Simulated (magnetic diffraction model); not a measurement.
**Which magnetic order? AlCo₂**

Space group Fm-3m (no. 225), a = 5.4460 Å.

```
site  atom    x    y    z
  8c    Co  1/4  1/4  3/4
  4a    Al    0    0    0
```

This is a made-up structure (elements placed in a structure type, unrelaxed), so the numbers test the method and describe no known phase.

Only Co is taken to order (form factors of Co2+); orders and moment sizes are assumed, and not adapted to the symmetry. Radiation: neutrons of λ = 2.0775 Å, 3° to 80°; isotropic B of 0.56 Å² (Co) and 0.74 Å² (Al). The intensities are simulated: I ∝ L Σ (|F_N|² + |F_M⊥|²) for unpolarised neutrons, with F_M = 2.695 fm/μB × Σ f(s) S exp(2πi Q·r) exp(−B s²) at Q = H ± k (one set where k and −k are equivalent), only the part normal to Q counting and L = 1/(sin²θ cos θ). For collinear order S is the moment m, which repeats by lattice and centring translations R with the sign exp(−2πi k·R). Form factors are spin-only for 3d ions and dipole or tabulated for f ions, scattering lengths are Sears's of 1992, and absorption is left out. A label names one of the reflections at its angle. The strongest nuclear line in the range is 100, and lines under 0.2 are left out.

Above the ordering temperature:

```
2θ (°)    index      I
 38.58  (1 1 1)   27.9
 44.85  (2 0 0)    3.2
 65.30  (2 2 0)  100.0
 78.48  (3 1 1)   25.1
```

Below it (cell unchanged):

| 2θ (°) | I |
| --- | --- |
| 31.30 | 60.6 |
| 38.58 | 27.9 |
| 44.85 | 3.2 |
| 55.71 | 24.4 |
| 65.30 | 100.0 |
| 74.19 | 9.4 |
| 78.48 | 25.1 |

**Question.** Check that the new lines index with k = (0 0 1), then choose among these models:
A. collinear moments along [100], 1.55 μB on Co; signs + at (1/4, 1/4, 3/4), − at (1/4, 3/4, 3/4)
B. collinear moments along [111], 1.55 μB on Co; signs + at (1/4, 1/4, 3/4), − at (1/4, 3/4, 3/4)
C. collinear moments along [100], 1.55 μB on Co; signs + at (1/4, 1/4, 3/4), + at (1/4, 3/4, 3/4)
D. collinear moments along [111], 1.55 μB on Co; signs + at (1/4, 1/4, 3/4), + at (1/4, 3/4, 3/4)

The new lines index as (1 1 0) at 31.30°, (1 1 2) at 55.71° and (3 1 0) at 74.19°, that is as H ± k with k = (0 0 1), one of 3 inequivalent arms of its star (k and −k counted as one), which a powder can't tell apart. The indices are whole but break the lattice centring, so the moments reverse under a centring translation, those with k·t a half-integer.

Magnetic intensity, observed (below minus above) and for each model:

| 2θ (°) | index | observed | A | B | C | D |
| --- | --- | --- | --- | --- | --- | --- |
| 21.99 | (0 0 1) | <0.2 | <0.2 | <0.2 | 104.2 | 69.4 |
| 31.30 | (1 1 0) | 60.6 | 45.5 | 60.6 | <0.2 | <0.2 |
| 50.49 | (2 0 1) | <0.2 | <0.2 | <0.2 | 29.7 | 33.0 |
| 55.71 | (1 1 2) | 24.4 | 30.5 | 24.4 | <0.2 | <0.2 |
| 69.81 | (2 2 1) | <0.2 | <0.2 | <0.2 | 14.0 | 14.5 |
| 74.19 | (3 1 0) | 9.4 | 7.0 | 9.4 | <0.2 | <0.2 |

Model B matches.

The absence at (0 0 1) is telling: the sublattices cancel there.

The structure used: k = (0 0 1), collinear moments along [111], 1.55 μB on Co; signs + at (1/4, 1/4, 3/4), − at (1/4, 3/4, 3/4).

[Logs are printed without paths, hosts, clocks, repeated set-up lines and the standing remarks that a program may print on its own settings, such as how far it seeks lower states.]
